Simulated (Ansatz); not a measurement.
# CsBiSe3 (model cell, started as cubic perovskite with Bi in the octahedra): a soft mode frozen in, part 3 of 3

Aim: this structure of CsBiSe3 (model cell, started as cubic perovskite with Bi in the octahedra) is to be tested for unstable modes, and one is followed downhill.

Ansatz 0.2.0; DFT PBE, scalar-relativistic, plane waves, PAW; PAW set soft_1.

So far. Step 5 (Energy along the mode, all amplitudes (two of the runs …): The lowest of the steps tried is the last one, at 0.6 Å, 12.5 meV/atom below the parent; the bottom of the well need not coincide with a step. Step 7 (The new phase in its own primitive cell): The largest force component left is 0.44 meV/Å and the pressure is 0.004 GPa, within the tolerances set. The cell now holds 33.40 Å³/atom.

The structure was built from a prototype and need not be the compound's stable phase.

## 8. Modes of the new phase, k-mesh 6×8×4

A relaxed structure may still be a saddle point, so its zone-centre modes are computed. No field response is asked, since the mesh shows no gap.

File input.yaml:

```yaml
crystal:
  lattice:
    - [7.9770561997, 0.0, 0.0953349085]
    - [0.0, 4.5893995611, 0.0]
    - [-0.1101293654, 0.0, 9.123264278]
  atoms:
    - { symbol: Cs, position: [0.7500267106, 0.0, 0.7125650439] }
    - { symbol: Cs, position: [0.2499732894, 0.0, 0.2874349561] }
    - { symbol: Bi, position: [0.2500298179, 0.5, 0.7175467504] }
    - { symbol: Bi, position: [0.7499701821, 0.5, 0.2824532496] }
    - { symbol: Se, position: [0.5, 0.5, 0.5] }
    - { symbol: Se, position: [0.0, 0.5, 0.0] }
    - { symbol: Se, position: [0.5, 0.5, 0.0] }
    - { symbol: Se, position: [0.0, 0.5, 0.5] }
    - { symbol: Se, position: [0.2499692594, 0.0, 0.916607578] }
    - { symbol: Se, position: [0.7500307406, 0.0, 0.083392422] }
kpoints:
  mp_grid: { grid: [6, 8, 4] }
hamiltonian:
  xc: pbe
  pseudopotentials: { kind: paw, azcp: { folder: soft_1 } }
scf:
  occupations: { method: methfessel_paxton, width: 0.2 }
output:
  eigenvalues: true
phonons:
  method: dfpt
```

The run is started by

```
> ansatz run input.yaml --threads 4 --pin off --max-ram 16384MiB --backend cpu --events-out ev --progress --plain --runs-dir out
```

Numbers of over 12 decimals in the logs are rounded to 6 here.

The program printed:

```text
zone centre: on kpoints.mp_grid the ground state, and the responses unless they are solved on pairs of k-points, stand on 70 of the mesh's 192 k-points, reduced under 2 symmetry operations, with k and −k counted as one. Each operation leaves every solved displacement unchanged or reverses it
[...]
Crystal: 10 atoms, lattice volume = 334.050 Å³
Basis set: ecut = 420 eV, 6583 PW (Γ), exchange–correlation on 108×64×128 points (8 copies of the dense FFT grid, shifted against one another)
Bands: 87, of which v1, the nominal top of the filled ones, is band 72 counted from 1 (71 counted from 0)
Symmetry: 4 space group operations
k-points: 70 of 192 (irreducible under 2 space group operations, time reversal used)
[...]
SCF iter   1: F=—  HF=-68964.698061 eV  |F-HF|=—  |Δ(HF+E_count)|=         —  Δρ=3.81e-2  dr2=2.53e1  ethr=3.10e-3  ⟨swp⟩=6.6  Hψ=23882  notcnv=0
[...]
SCF iter  12: F=-68958.715598 eV  HF=-68958.715598 eV  |F-HF|=0.00e0  |Δ(HF+E_count)|=  1.02e-10  S|Δr|=    0.00e0  Δρ=4.73e-8  dr2=8.31e-12  ethr=1.00e-12  ⟨swp⟩=13.6  Hψ=38907  notcnv=0
SCF 1 converged in 12 iterations: F = -68958.715598 eV  dr2 = 8.31e-12
[...]
DFPT response loops at Γ: preconditioner auto → Kerker (q_TF=auto, 2.371 Å⁻¹) (partly filled bands, converged f_vac=0.069); β = 1.00, the filter's whole step (`scf.mixing.beta` (0.50) is not read by the response loops under this deck's `scf.mixing.preconditioner`; to damp them name `kerker` or `kerker_dos`, under which they read `scf.mixing.beta`, and type it under 1.00, their step now; both keys bind the ground state too); Broyden in place of MSR1
SCF converged after 12 iterations
[...]
Free energy (F): -68958.715598 eV
[...]
Internal energy: -68958.711368 eV  (E = F + TS)
E sigma→0 (E₀):  -68958.714540 eV
Entropy (-TS):   -0.004230 eV (-0.423 meV/atom)
Fermi energy:    6.601381 eV
[...]
--- Band table (eV; the first three rows and the last of 70) ---
  k-point 0: bands = [... 68 lower, 5.6030, 5.8186, 6.1903, 6.7243, 6.8865, 6.9163, 7.1779, 7.4820, ... 11 higher]
  k-point 1: bands = [... 68 lower, 5.4675, 5.8102, 6.1881, 6.2007, 6.6478, 7.3658, 7.5700, 7.9706, ... 11 higher]
  k-point 2: bands = [... 68 lower, 5.6055, 5.8016, 5.8615, 6.1930, 6.3797, 7.4475, 8.1595, 8.7509, ... 11 higher]
  k-point 69: bands = [... 68 lower, 5.4914, 5.4921, 6.6328, 6.6335, 7.1872, 7.1874, 8.4141, 8.4149, ... 11 higher]
--- Phonons (Γ-DFPT): 21 representative perturbations + reference, on 70 of 192 k-points (Σ response iterations 76) ---
  k mesh reduced under 2 symmetry operations, with k and −k counted as one. Each operation leaves every solved displacement unchanged or reverses it
  ASR residual: 2.372e-4 → 0.000e0 eV/Å²; symmetrization residual: 6.233e-5 eV/Å²
  ASR residual per site (eV/Å²): 8.66e-5 8.66e-5 2.37e-4 2.37e-4 6.47e-5 1.48e-4 1.05e-4 8.19e-5 4.36e-5 4.36e-5
  Γ frequencies (cm⁻¹): -103.50 -77.22 -72.74 -35.58 0.00 0.00 0.00 21.34 25.45 32.78 49.75 51.09 51.27 54.57 55.14 55.83 60.16 77.30 77.38 78.84 83.27 87.60 91.38 99.77 101.23 109.47 120.57 123.03 139.46 159.32
  non-analytic LO–TO correction: not included (Born effective charges unavailable; polar crystals: no LO–TO splitting at Γ)
```

The job ended after 33 min (4 threads of Arm Neoverse V1, shared host; peak memory 6.1 GiB).

Numbers from this step:

```yaml
sum_rule_residual_before_enforcement: 2.37e-4 eV/Å²
point_group: 2/m
highest_optical_mode_at_the_zone_centre_no_lo_to_term: 159.3 cm⁻¹
lowest_optical_zone_centre_mode: -103.5 cm⁻¹
```

Patterns of degenerate modes are one choice out of their space. The modes at Γ (shares of kinetic energy by element, %) (negative means imaginary):

| mode | frequency (cm⁻¹) | symmetry | Cs % | Bi % | Se % |
| --- | --- | --- | --- | --- | --- |
| 1 | -103.5 | Bg | 0 | 9 | 91 |
| 2 | -77.2 | Au | 0 | 0 | 100 |
| 3 | -72.7 | Bu | 1 | 4 | 95 |
| 4 | -35.6 | Bu | 3 | 24 | 73 |
| 5 | 0.0 | acoustic | 23 | 36 | 41 |
| 6 | 0.0 | acoustic | 23 | 36 | 41 |
| 7 | 0.0 | acoustic | 23 | 36 | 41 |
| 8 | 21.3 | Bu | 13 | 50 | 37 |
| 9 | 25.4 | Au | 39 | 18 | 44 |
| 10 | 32.8 | Bu | 45 | 30 | 25 |
| 11 | 49.8 | Ag | 91 | 8 | 1 |
| 12 | 51.1 | Bg | 100 | 0 | 0 |
| 13 | 51.3 | Ag | 0 | 6 | 94 |
| 14 | 54.6 | Au | 0 | 25 | 75 |
| 15 | 55.1 | Ag | 62 | 21 | 17 |
| 16 | 55.8 | Bu | 0 | 0 | 100 |
| 17 | 60.2 | Au | 0 | 0 | 100 |
| 18 | 77.3 | Bu | 28 | 1 | 71 |
| 19 | 77.4 | Bu | 1 | 2 | 97 |
| 20 | 78.8 | Au | 38 | 0 | 62 |
| 21 | 83.3 | Bg | 0 | 91 | 9 |
| 22 | 87.6 | Bu | 28 | 0 | 72 |
| 23 | 91.4 | Ag | 9 | 86 | 5 |
| 24 | 99.8 | Bu | 26 | 2 | 72 |
| 25 | 101.2 | Ag | 36 | 54 | 10 |
| 26 | 109.5 | Bu | 1 | 7 | 92 |
| 27 | 120.6 | Bu | 7 | 7 | 86 |
| 28 | 123.0 | Au | 0 | 21 | 79 |
| 29 | 139.5 | Ag | 2 | 25 | 73 |
| 30 | 159.3 | Bu | 1 | 1 | 99 |

Displacements in mode 1 (-103.5 cm⁻¹), the largest set to 1:
```
Cs1  0.00  0.01  0.00
Cs2  0.00 -0.01  0.00
Bi3  0.00  0.20  0.00
Bi4  0.00 -0.20  0.00
Se5  0.00  0.00  0.00
Se6  0.00  0.00  0.00
Se7  0.00  0.00  0.00
Se8  0.00  0.00  0.00
Se9  0.00  1.00  0.00
Se10 0.00 -1.00  0.00
```

Displacements in mode 4 (-35.6 cm⁻¹), the largest set to 1:
```
Cs1 -0.21  0.00  0.00
Cs2 -0.21  0.00  0.00
Bi3 -0.44  0.00 -0.01
Bi4 -0.44  0.00 -0.01
Se5 -0.05  0.00 -0.19
Se6  0.58  0.00 -0.45
Se7  0.56  0.00  0.46
Se8 -0.05  0.00  0.19
Se9  1.00  0.00  0.01
Se10 1.00  0.00  0.01
```

Before it was imposed, the acoustic sum rule was missed by 2.4e-4 eV/Å². Small misses are needed for a sound result but don't prove that mesh and cutoff are converged. The lowest optical mode is imaginary, 103.5i cm⁻¹, so the energy falls along it.

## 9. Outcome

```yaml
unstable_mode_of_the_parent: q = (0, -0.5, -0.5), 59i cm⁻¹
depth_at_the_lowest_point_sampled: 12.5 meV/atom
largest_atomic_shift_at_that_point: 0.6 Å
space_group_reached_within_0p01_a: Pmma
energy_gained_over_the_parent_first_relaxation_on_the_mesh_of_the_frozen_mode: 103 meV/atom
volume_per_atom_phase_reached: 33.4 Å³
lowest_optical_zone_centre_mode_phase_reached: -104 cm⁻¹
highest_optical_mode_at_the_zone_centre_no_lo_to_term_phase_reached: 159 cm⁻¹
```

Along this mode the structure falls into Pmma, 103 meV/atom below the parent. At the parent's cell the well is 12.50 meV/atom deep on the steps tried, with its lowest point at a shift of 0.6 Å. That is the last step tried, so the steps alone don't bracket the bottom of the well. Relaxing atoms and cell changes the gain by +90.24 meV/atom against the lowest step (energies at zero smearing). Most of the total comes from this relaxation. The new phase still has an imaginary mode at the zone centre of its cell, so it is a saddle point on the way to a lower structure. Of the 4 patterns followed to their end from this parent, this one reaches the lowest energy. Each path keeps the symmetry of its pattern, so a lower phase may lie along a pattern not tried. With no gap, or one that is small against the smearing, the frequencies hang on the k mesh and the smearing, most of all near Kohn anomalies. Spin-orbit coupling is left out, which can matter for the heavy elements here. The starting cell was built on a prototype and not taken from a measurement, so the phase need not exist.

[Logs are printed without paths, hosts, clocks, repeated set-up lines and the standing remarks that a program may print on its own settings, such as how far it seeks lower states.]

[Hosts, paths, dates, database ids (printed as entryN), source tags and the programs' standing remarks are cut or masked in the printed files.]
